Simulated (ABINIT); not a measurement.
## A GW chain in ABINIT: SrTiO3 (I4/mcm)

Wanted: ground state, empty states, screening and self-energy for SrTiO3 (I4/mcm).

Method: PBE and many-body steps on it, plane waves, in ABINIT 10.8.3.

## (1) Set-up

The structure is tetragonal, space group I4/mcm (No. 140). Conventional cell: a = 5.511 Å, b = 5.511 Å, c = 7.796 Å, α = 90.00°, β = 90.00°, γ = 90.00°. Nearest to Sr lie 12 O at 2.73 to 2.78 Å. Nearest to Ti lie 6 O at 1.95 Å. O has 2 Ti at 1.95 Å and 4 Sr at 2.76 Å nearest. Nearest to O lie 2 Ti at 1.95 Å and 4 Sr at 2.73 to 2.78 Å. Farther neighbours and most contacts between anions are not listed.

Coordinates:

```cif
data_structure
_symmetry_space_group_name_H-M 'P 1'
_symmetry_Int_Tables_number 1
_cell_length_a 5.5118
_cell_length_b 5.5118
_cell_length_c 5.5118
_cell_angle_alpha 120.010
_cell_angle_beta 120.010
_cell_angle_gamma 89.983
_cell_volume 118.39
loop_
_atom_site_label
_atom_site_type_symbol
_atom_site_fract_x
_atom_site_fract_y
_atom_site_fract_z
_atom_site_occupancy
Sr1 Sr 0.75000 0.25000 0.50000 1
Sr2 Sr 0.25000 0.75000 0.50000 1
Ti3 Ti 0.00000 0.00000 0.00000 1
Ti4 Ti 0.50000 0.50000 0.00000 1
O5 O 0.25000 0.25000 0.00000 1
O6 O 0.75000 0.75000 0.00000 1
O7 O 0.74510 0.24510 0.99020 1
O8 O 0.24510 0.25490 0.50000 1
O9 O 0.25490 0.75490 0.00980 1
O10 O 0.75490 0.74510 0.50000 1
```

The cell and positions come from the Crystallography Open Database and are kept as given unless a step says otherwise.

## (2) Ground state

This step: ABINIT 10.8.3; DFT, PBE, plane waves, norm-conserving pseudopotentials.

The ground-state density comes first.

run.abi

```
acell 3*1.0 Angstrom
rprim 
  -2.755500000000 2.755500000000 3.898000000000
  2.755500000000 -2.755500000000 3.898000000000
  2.755500000000 2.755500000000 -3.898000000000
ntypat 3
znucl 38 22 8
natom 10
typat 1 1 2 2 3 3 3 3 3 3
xred 
  0.750000000000 0.250000000000 0.500000000000
  0.250000000000 0.750000000000 0.500000000000
  0.000000000000 0.000000000000 0.000000000000
  0.500000000000 0.500000000000 0.000000000000
  0.250000000000 0.250000000000 0.000000000000
  0.750000000000 0.750000000000 0.000000000000
  0.745100000000 0.245100000000 0.990200000000
  0.245100000000 0.254900000000 0.500000000000
  0.254900000000 0.754900000000 0.009800000000
  0.754900000000 0.745100000000 0.500000000000
pp_dirpath "pseudos"
pseudos "Sr.upf, Ti.upf, O.upf"
ecut 38
ngkpt 4 4 4
nshiftk 1
shiftk 0 0 0
kptopt 1
chksymbreak 0
nband 49
occopt 1
tolvrs 1e-08
nstep 60
prtwf 0
optforces 0
optstress 0
indata_prefix "in"
outdata_prefix "out"
tmpdata_prefix "tmp"
```

Launch:

```console
OMP_NUM_THREADS=1 mpirun -n 4 abinit run.abi > log
```

Numbers of over 12 decimals in the logs are rounded to 6 here.

Output:

```text
.Version 10.8.3 of ABINIT. v10.8.2 released Aug 2026.

 Symmetries : space group I4/m c m (#140); Bravais tI (body-center tetrag.)
================================================================================
 Values of the parameters that define the memory need of the present run
     intxc =       0    ionmov =       0      iscf =       7    lmnmax =       6
     lnmax =       6     mgfft =      60  mpssoang =       3    mqgrid =    3001
     natom =      10  nloc_mem =       1    nspden =       1   nspinor =       1
    nsppol =       1      nsym =      16    n1xccc =    2501    ntypat =       3
    occopt =       1   xclevel =       2
-    mband =          49        mffmem =           1         mkmem =           4
       mpw =        8964          nfft =      216000          nkpt =          13
================================================================================
  Rough estimation (10% accuracy) of disk space for files :
================================================================================

--------------------------------------------------------------------------------
------------- Echo of variables that govern the present computation ------------
--------------------------------------------------------------------------------
 -outvars: echo values of preprocessed input variables --------
            acell      1.8897261259E+00  1.8897261259E+00  1.8897261259E+00 Bohr

      chksymbreak           0
             ecut      3.80000000E+01 Hartree
-          fftalg         312

              ixc     -101130
              kpt      0.00000000E+00  0.00000000E+00  0.00000000E+00
                       2.50000000E-01  0.00000000E+00  0.00000000E+00
                       5.00000000E-01  0.00000000E+00  0.00000000E+00
                       2.50000000E-01  2.50000000E-01  0.00000000E+00
                       5.00000000E-01  2.50000000E-01  0.00000000E+00
                      -2.50000000E-01  2.50000000E-01  0.00000000E+00
                       5.00000000E-01  5.00000000E-01  0.00000000E+00
                       2.50000000E-01  2.50000000E-01  2.50000000E-01
                      -2.50000000E-01  2.50000000E-01  2.50000000E-01
                       5.00000000E-01  5.00000000E-01  2.50000000E-01
                      -2.50000000E-01  5.00000000E-01  2.50000000E-01
[...]
kptrlatt        4    0    0      0    4    0      0    0    4
          kptrlen      4.16571227E+01
P           mkmem           4
            natom          10
            nband          49
            ngfft          60      60      60
             nkpt          13
            nstep          60
             nsym          16
           ntypat           3
              occ      2.000000  2.000000  2.000000  2.000000  2.000000  2.000000
                       2.000000  2.000000  2.000000  2.000000  2.000000  2.000000
                       2.000000  2.000000  2.000000  2.000000  2.000000  2.000000
                       2.000000  2.000000  2.000000  2.000000  2.000000  2.000000
                       2.000000  2.000000  2.000000  2.000000  2.000000  2.000000
                       2.000000  2.000000  2.000000  2.000000  2.000000  2.000000
                       2.000000  2.000000  2.000000  2.000000  0.000000  0.000000
                       0.000000  0.000000  0.000000  0.000000  0.000000  0.000000
                       0.000000
        optforces           0
        optstress           0
            prtwf           0
            rprim     -2.7555000000E+00  2.7555000000E+00  3.8980000000E+00
[...]
spgroup         140

           tolvrs      1.00000000E-08

             xred      7.5000000000E-01  2.5000000000E-01  5.0000000000E-01
[...]
znucl       38.00000   22.00000    8.00000

================================================================================

 chkinp: Checking input parameters for consistency.

================================================================================
== DATASET  1 ==================================================================
-   mpi_nproc: 4, omp_nthreads: 1 (-1 if OMP is not activated)

--- !DatasetInfo
iteration_state: {dtset: 1, }
dimensions: {natom: 10, nkpt: 13, mband: 49, nsppol: 1, nspinor: 1, nspden: 1, mpw: 8964, }
cutoff_energies: {ecut:  38.0, pawecutdg:  -1.0, }
electrons: {nelect:   8.00000000E+01, charge:   0.00000000E+00, occopt:   1.00000000E+00, tsmear:   1.00000000E-02, }

 Real(R)+Recip(G) space primitive vectors, cartesian coordinates (Bohr,Bohr^-1):
 R(1)= -5.2071403  5.2071403  7.3661524  G(1)=  0.0000000  0.0960220  0.0678780
 R(2)=  5.2071403 -5.2071403  7.3661524  G(2)=  0.0960220  0.0000000  0.0678780
 R(3)=  5.2071403  5.2071403 -7.3661524  G(3)=  0.0960220  0.0960220  0.0000000
 Unit cell volume ucvol=  7.9891258E+02 bohr^3
 Angles (23,13,12)=  1.20009630E+02  1.20009630E+02  8.99833214E+01 degrees

 getcut: wavevector=  0.0000  0.0000  0.0000  ngfft=  60  60  60
         ecut(hartree)=     38.000   => boxcut(ratio)=   2.07588

--- Pseudopotential description ------------------------------------------------
- Sr Generated using ONCVPSP code by D. R. Hamann
- 38.00000  10.00000  171031                  znucl, zion, pspdat
12 -101130 2 -1 1834                          pspcod,pspxc,lmax,lloc,mmax
     nproj     2     2     2
[...]
--- l  ekb(1:nproj) -->
[...]
2   -1.331955
 pspatm: atomic psp has been read  and splines computed

   7.37757752E+03                                ecore*ucvol(ha*bohr**3)
--------------------------------------------------------------------------------

_setup2: Arith. and geom. avg. npw (full set) are    8935.141    8935.128

================================================================================

--- !BeginCycle
iteration_state: {dtset: 1, }
solver: {iscf: 7, nstep: 60, nline: 4, wfoptalg: 0, }
tolerances: {tolvrs: 1.00E-08, }

     iter   Etot(hartree)      deltaE(h)  residm     vres2
 ETOT  1  -285.88007201710    -2.859E+02 1.297E-01 4.451E+03
 ETOT  2  -271.45062625390     1.443E+01 1.735E-01 6.749E+04
 ETOT  3  -286.94368650894    -1.549E+01 3.211E-02 9.599E+02
 ETOT  4  -286.97893747209    -3.525E-02 1.143E-02 5.910E+02
 ETOT  5  -287.05359703531    -7.466E-02 1.384E-02 1.621E+02
 ETOT  6  -287.07077279495    -1.718E-02 8.850E-03 5.941E+01
 ETOT  7  -287.07819864286    -7.426E-03 5.958E-03 1.585E+01
 ETOT  8  -287.08051950468    -2.321E-03 5.812E-03 2.214E+00
 ETOT  9  -287.08089746824    -3.780E-04 6.666E-03 8.449E-02
 ETOT 10  -287.08091237121    -1.490E-05 2.051E-03 1.939E-03
 ETOT 11  -287.08091266219    -2.910E-07 4.538E-03 1.969E-04
 ETOT 12  -287.08091270288    -4.069E-08 2.484E-03 9.013E-06
 ETOT 13  -287.08091270464    -1.759E-09 3.455E-03 1.787E-07
 ETOT 14  -287.08091270467    -2.643E-11 2.657E-03 4.185E-09

 At SCF step   14       vres2   =  4.19E-09 < tolvrs=  1.00E-08 =>converged.

--- !ResultsGS
iteration_state: {dtset: 1, }
comment   : Summary of ground state results
lattice_vectors:
- [ -5.2071403,   5.2071403,   7.3661524, ]
- [  5.2071403,  -5.2071403,   7.3661524, ]
- [  5.2071403,   5.2071403,  -7.3661524, ]
lattice_lengths: [  10.41580,   10.41580,   10.41580, ]
lattice_angles: [120.010, 120.010,  89.983, ] # degrees, (23, 13, 12)
lattice_volume:   7.9891258E+02
convergence: {deltae: -2.643E-11, res2:  4.185E-09, residm:  2.657E-03, diffor:  0.000E+00, }
etotal    :  -2.87080913E+02
entropy   :   0.00000000E+00
fermie    :   2.56843453E-01
cartesian_stress_tensor: null
pressure_GPa: null
xred      :
- [  7.5000E-01,   2.5000E-01,   5.0000E-01, Sr]
- [  2.5000E-01,   7.5000E-01,   5.0000E-01, Sr]
- [  0.0000E+00,   0.0000E+00,   0.0000E+00, Ti]
- [  5.0000E-01,   5.0000E-01,  -9.8854E-18, Ti]
- [  2.5000E-01,   2.5000E-01,  -4.9427E-18,  O]
- [  7.5000E-01,   7.5000E-01,  -1.4828E-17,  O]
- [  7.4510E-01,   2.4510E-01,   9.9020E-01,  O]
- [  2.4510E-01,   2.5490E-01,   5.0000E-01,  O]
- [  2.5490E-01,   7.5490E-01,   9.8000E-03,  O]
- [  7.5490E-01,   7.4510E-01,   5.0000E-01,  O]
cartesian_forces: null
force_length_stats: {min: null, max: null, mean: null, }

 Integrated electronic density in atomic spheres:
 ------------------------------------------------
 Atom  Sphere_radius  Integrated_density
[...]
================================================================================

 ----iterations are completed or convergence reached----

 Mean square residual over all n,k,spin=   16.637E-06; max=  26.566E-04
 reduced coordinates (array xred) for   10 atoms
[...]
0.750000000000      0.750000000000     -0.000000000000
       0.745100000000      0.245100000000      0.990200000000
       0.245100000000      0.254900000000      0.500000000000
       0.254900000000      0.754900000000      0.009800000000
       0.754900000000      0.745100000000      0.500000000000
 rms dE/dt=  0.0000E+00; max dE/dt=  0.0000E+00; dE/dt below (all hartree)
    1       0.000000000000      0.000000000000      0.000000000000
    2       0.000000000000      0.000000000000      0.000000000000
    3       0.000000000000      0.000000000000      0.000000000000
    4       0.000000000000      0.000000000000      0.000000000000
    5       0.000000000000      0.000000000000      0.000000000000
    6       0.000000000000      0.000000000000      0.000000000000
    7       0.000000000000      0.000000000000      0.000000000000
    8       0.000000000000      0.000000000000      0.000000000000
    9       0.000000000000      0.000000000000      0.000000000000
   10       0.000000000000      0.000000000000      0.000000000000

 cartesian coordinates (angstrom) at end:
[...]
6      0.000000    -0.000000     5.847000
    7      1.350746     4.106246     0.000000
    8      1.404754     1.350746     0.000000
    9      1.404754    -1.350746     3.898000
   10      1.350746     1.404754     3.898000
 length scales=  1.889726125908  1.889726125908  1.889726125908 bohr
              =  1.000000000000  1.000000000000  1.000000000000 angstroms
 prteigrs : about to open file out_EIG
 Fermi (or HOMO) energy (hartree) =   0.25684   Average Vxc (hartree)=  -0.42159
 Eigenvalues (hartree) for nkpt=  13  k points:
 kpt#   1, nband= 49, wtk=  0.01563, kpt=  0.0000  0.0000  0.0000 (reduced coord)
  -1.81482   -1.81465   -0.94553   -0.94553   -0.94553   -0.94457   -0.94308   -0.94308
  -0.94308   -0.94226   -0.38172   -0.34572   -0.34548   -0.33179   -0.33179   -0.33173
  -0.29277   -0.29277   -0.29244   -0.28276   -0.28269   -0.28269    0.08667    0.10326
   0.10331    0.11996    0.12001    0.12001    0.15350    0.15354    0.15354    0.21369
   0.21376    0.21376    0.24402    0.24402    0.24402    0.25663    0.25684    0.25684
   0.32748    0.32748    0.32751    0.41870    0.41974    0.42427    0.42534    0.43575
   0.45806
 prteigrs : prtvol=0 or 1, do not print more k-points.

--- !EnergyTerms
iteration_state     : {dtset: 1, }
comment             : Components of total free energy in Hartree
kinetic             :  1.30980538175018E+02
hartree             :  6.02196081845796E+01
xc                  : -5.95656883177552E+01
Ewald energy        : -2.12942610956815E+02
psp_core            :  9.23452417509253E+00
local_psp           : -2.11539480024932E+02
non_local_psp       : -3.46780393985292E+00
total_energy        : -2.87080912704665E+02
total_energy_eV     : -7.81186959945540E+03
band_energy         : -2.38504165424656E+01

== END DATASET(S) ==============================================================
================================================================================

 -outvars: echo values of variables after computation  --------
           etotal     -2.8708091270E+02
            nband          49
             nkpt          13
          spgroup         140
 [... the other variables as echoed above ...]

 Calculation completed.
```

The job ended after 2.3 min (4 MPI ranks of Arm Neoverse V1, shared host; peak memory 0.51 GiB).

This step gave:

| Property | Result |
| --- | --- |
| total energy | -7811.8696 eV |
| gap | 1.922 eV |
| k of the valence top | 0, 0, 0 |
| k of the conduction bottom | 0, 0, 0 |
| least direct gap | 1.922 eV |

The gap is direct, at Γ.

## (3) Empty states on the mesh, 4×4×4 mesh, 136 bands

The sums over transitions need many empty states on a uniform mesh; this step solves for them.

Edit run.abi of step 2 so:

```diff
@@ -28,9 +28,10 @@
 chksymbreak 0
-nband 49
-occopt 1
-tolvrs 1e-08
+iscf -2
+irdden 1
+istwfk *1
+nband 136
+nbdbuf 12
+tolwfr 1e-09
 nstep 60
-prtwf 0
-optforces 0
-optstress 0
+prtvol 0
 indata_prefix "in"
```

Output:

```text
.Version 10.8.3 of ABINIT. v10.8.2 released Aug 2026.

 Symmetries : space group I4/m c m (#140); Bravais tI (body-center tetrag.)
[... echo of the input left out ...]
== DATASET  1 ==================================================================
-   mpi_nproc: 4, omp_nthreads: 1 (-1 if OMP is not activated)

--- !DatasetInfo
iteration_state: {dtset: 1, }
dimensions: {natom: 10, nkpt: 13, mband: 136, nsppol: 1, nspinor: 1, nspden: 1, mpw: 8964, }
cutoff_energies: {ecut:  38.0, pawecutdg:  -1.0, }
electrons: {nelect:   8.00000000E+01, charge:   0.00000000E+00, occopt:   1.00000000E+00, tsmear:   1.00000000E-02, }

 Real(R)+Recip(G) space primitive vectors, cartesian coordinates (Bohr,Bohr^-1):
 R(1)= -5.2071403  5.2071403  7.3661524  G(1)=  0.0000000  0.0960220  0.0678780
 R(2)=  5.2071403 -5.2071403  7.3661524  G(2)=  0.0960220  0.0000000  0.0678780
 R(3)=  5.2071403  5.2071403 -7.3661524  G(3)=  0.0960220  0.0960220  0.0000000
 Unit cell volume ucvol=  7.9891258E+02 bohr^3
 Angles (23,13,12)=  1.20009630E+02  1.20009630E+02  8.99833214E+01 degrees

 getcut: wavevector=  0.0000  0.0000  0.0000  ngfft=  60  60  60
         ecut(hartree)=     38.000   => boxcut(ratio)=   2.07588

--- Pseudopotential description ------------------------------------------------
- Sr Generated using ONCVPSP code by D. R. Hamann
- 38.00000  10.00000  171031                  znucl, zion, pspdat
12 -101130 2 -1 1834                          pspcod,pspxc,lmax,lloc,mmax
     nproj     2     2     2
  pspatm : epsatm=   12.84204793
         --- l  ekb(1:nproj) -->
             0    9.951127    1.027824
             1    7.382610    1.665143
             2    4.168853    0.950057
 pspatm: atomic psp has been read  and splines computed

- Ti Generated using ONCVPSP code by D. R. Hamann
- 22.00000  12.00000  171031                  znucl, zion, pspdat
12 -101130 2 -1 1586                          pspcod,pspxc,lmax,lloc,mmax
     nproj     2     2     2
  pspatm : epsatm=   14.68144553
         --- l  ekb(1:nproj) -->
[...]
pspatm: atomic psp has been read  and splines computed

- O Generated using ONCVPSP code by D. R. Hamann
-  8.00000   6.00000  171031                  znucl, zion, pspdat
12 -101130 2 -1 936                           pspcod,pspxc,lmax,lloc,mmax
     nproj     2     2     1
  pspatm : epsatm=    6.19545534
         --- l  ekb(1:nproj) -->
[...]
2   -1.331955
 pspatm: atomic psp has been read  and splines computed

--------------------------------------------------------------------------------

================================================================================
 prteigrs : about to open file out_EIG
 Non-SCF case, kpt    1 (  0.00000  0.00000  0.00000), residuals and eigenvalues=
  3.09E-10  2.93E-10  2.63E-10  2.48E-10  2.58E-10  2.11E-10  2.81E-10  2.53E-10
[...]
-1.8148E+00 -1.8146E+00 -9.4553E-01 -9.4553E-01 -9.4553E-01 -9.4457E-01
 -9.4308E-01 -9.4308E-01 -9.4308E-01 -9.4226E-01 -3.8172E-01 -3.4572E-01
 -3.4548E-01 -3.3179E-01 -3.3179E-01 -3.3173E-01 -2.9277E-01 -2.9277E-01
[...]
1.5561E+00  1.5978E+00  1.5978E+00  1.5978E+00  1.6390E+00  1.6400E+00
  1.6744E+00  1.6744E+00  1.6758E+00  1.6967E+00  1.6992E+00  1.7804E+00
  1.7949E+00  1.7952E+00  1.7952E+00  1.9203E+00
 prteigrs : prtvol=0 or 1, do not print more k-points.

--- !ResultsGS
iteration_state: {dtset: 1, }
comment   : Summary of ground state results
lattice_vectors:
- [ -5.2071403,   5.2071403,   7.3661524, ]
- [  5.2071403,  -5.2071403,   7.3661524, ]
- [  5.2071403,   5.2071403,  -7.3661524, ]
lattice_lengths: [  10.41580,   10.41580,   10.41580, ]
lattice_angles: [120.010, 120.010,  89.983, ] # degrees, (23, 13, 12)
lattice_volume:   7.9891258E+02
convergence: {deltae:  0.000E+00, res2:  0.000E+00, residm:  9.991E-10, diffor:  0.000E+00, }
etotal    :  -2.87080913E+02
entropy   :   0.00000000E+00
fermie    :   2.56843453E-01
cartesian_stress_tensor: null
pressure_GPa: null
xred      :
- [  7.5000E-01,   2.5000E-01,   5.0000E-01, Sr]
- [  2.5000E-01,   7.5000E-01,   5.0000E-01, Sr]
- [  0.0000E+00,   0.0000E+00,   0.0000E+00, Ti]
- [  5.0000E-01,   5.0000E-01,  -9.8854E-18, Ti]
- [  2.5000E-01,   2.5000E-01,  -4.9427E-18,  O]
- [  7.5000E-01,   7.5000E-01,  -1.4828E-17,  O]
- [  7.4510E-01,   2.4510E-01,   9.9020E-01,  O]
- [  2.4510E-01,   2.5490E-01,   5.0000E-01,  O]
- [  2.5490E-01,   7.5490E-01,   9.8000E-03,  O]
- [  7.5490E-01,   7.4510E-01,   5.0000E-01,  O]
cartesian_forces: null
force_length_stats: {min: null, max: null, mean: null, }

 Integrated electronic density in atomic spheres:
 ------------------------------------------------
 Atom  Sphere_radius  Integrated_density
[...]
================================================================================

 ----iterations are completed or convergence reached----

 Mean square residual over all n,k,spin=   46.156E-11; max=  99.912E-11
 reduced coordinates (array xred) for   10 atoms
[...]
0.254900000000      0.754900000000      0.009800000000
       0.754900000000      0.745100000000      0.500000000000

 cartesian coordinates (angstrom) at end:
    1     -0.000000     2.755500     1.949000
    2      2.755500     0.000000     1.949000
[...]
9      1.404754    -1.350746     3.898000
   10      1.350746     1.404754     3.898000
 length scales=  1.889726125908  1.889726125908  1.889726125908 bohr
              =  1.000000000000  1.000000000000  1.000000000000 angstroms
 prteigrs : about to open file out_EIG
 Eigenvalues (hartree) for nkpt=  13  k points:
 kpt#   1, nband=136, wtk=  0.01563, kpt=  0.0000  0.0000  0.0000 (reduced coord)
[...]
1.55611    1.59775    1.59775    1.59783    1.63903    1.63997    1.67442    1.67442
   1.67582    1.69665    1.69916    1.78038    1.79486    1.79523    1.79523    1.92032
 prteigrs : prtvol=0 or 1, do not print more k-points.

== END DATASET(S) ==============================================================
================================================================================

 -outvars: echo values of variables after computation  --------
            nband         136
             nkpt          13
          spgroup         140
 [... the other variables as echoed above ...]

 Calculation completed.
```

Elapsed: 3.3 min, on 4 MPI ranks; peak memory 0.62 GiB.

This step gave:

- gap: 1.922 eV
- k of the valence top: 0, 0, 0
- k of the conduction bottom: 0, 0, 0
- least direct gap: 1.922 eV
- k points computed: 13
- lowest point of the top converged band, above the valence top: 36.49 eV

On this mesh the gap is 1.922 eV.

(Part 1 of 2 ends here.)

[Paths, hosts, dates, memory and timing lines, banners, echoed tables and standing remarks are left out of the program output.]

[Logs are printed without paths, hosts, clocks, repeated set-up lines and the standing remarks that a program may print on its own settings, such as how far it seeks lower states.]

[Runs of the session that timed out or met a known fault of the program may be left out.]

[Hosts, paths, dates, database ids (printed as entryN), source tags and the programs' standing remarks are cut or masked in the printed files.]

[G0W0 gaps are taken among the corrected bands and points alone; a level outside them can change the order at an edge.]

[Where Ansatz stands beside ABINIT at settings called matched, ABINIT's density can come from a denser mesh and the files from another edition; pairs whose starting gaps differed by over 0.03 eV were left out, so agreement reads better than it is.]
